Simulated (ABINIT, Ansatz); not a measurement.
```xyz
4
Lattice="2.504 0.000 0.000 -1.252 2.169 0.000 0.000 0.000 6.661" Properties=species:S:1:pos:R:3 pbc="T T T" subject="A GW chain in ABINIT: BN (P6_3/mmc)" method="RPA screening on PBE, plane waves, norm-conserving pseudopotentials (and 2 further levels or steps)" program="ABINIT 10.8.3" settings="cutoff 36 Ha, PseudoDojo scalar-relativistic 0.4.1 standard, norm-conserving, ngkpt (6, 6, 4), nband 78, ecuteps 5.5 Ha, inclvkb 2, shiftk (0, 0, 0), symchi 1, awtr 1, frequency ppm, 6×6×4 k-mesh" cost="5 runs, 2.7 min in all on 8 MPI ranks of Arm Neoverse N1, shared host" notes="The program’s warnings: nkpt*nsppol () is not a multiple of nproc spkpt (). The cell and positions come from the Crystallography Open Database and are kept as given unless a step says otherwise. Local fields lower the RPA ε∞ on this mesh from 4.55 to 4.23; a Γ-centred mesh this coarse tends to raise both, most where the direct gap is narrow, while a short band sum lowers them. The 6×6×4 mesh is coarse for this cell, which bears on the long-range parts of exchange and screening." pbe_gap="4.29 eV, indirect" g0w0_gap_on_the_mesh="5.71 eV" g0w0_gap_over_the_zone_rigid_shift="5.69 eV" gw_settings="6×6×4 mesh, 78 bands, screening to 149.7 eV, Godby-Needs plasmon pole" known_limits="short of the basis limit; coarse k mesh"
B     0.000    1.446    1.665
B     1.252    0.723    4.996
N     0.000    1.446    4.996
N     1.252    0.723    1.665
```

[Long decimals in the printed logs are rounded to 6 places.]

[Logs are printed without paths, hosts, clocks, repeated set-up lines and the standing remarks that a program may print on its own settings, such as how far it seeks lower states.]

[Paths, hosts, dates, memory and timing lines, banners, echoed tables and standing remarks are left out of the program output; an Ansatz launch command may be rebuilt from the run's recorded settings. Measured values are a selection of at most five: reports struck by readers or far from the other reports are left out. None is set beside runs whose start may be inverted or whose files or cutoffs have a known fault.]

[Runs of the session that timed out or met a known fault of the program may be left out.]

[Hosts, paths, dates, database ids (printed as entryN), source tags and the programs' standing remarks are cut or masked in the printed files.]

[G0W0 gaps are taken among the corrected bands and points alone; a level outside them can change the order at an edge.]

[Where Ansatz stands beside ABINIT at settings called matched, ABINIT's density can come from a denser mesh and the files from another edition; pairs whose starting gaps differed by over 0.03 eV were left out, so agreement reads better than it is.]
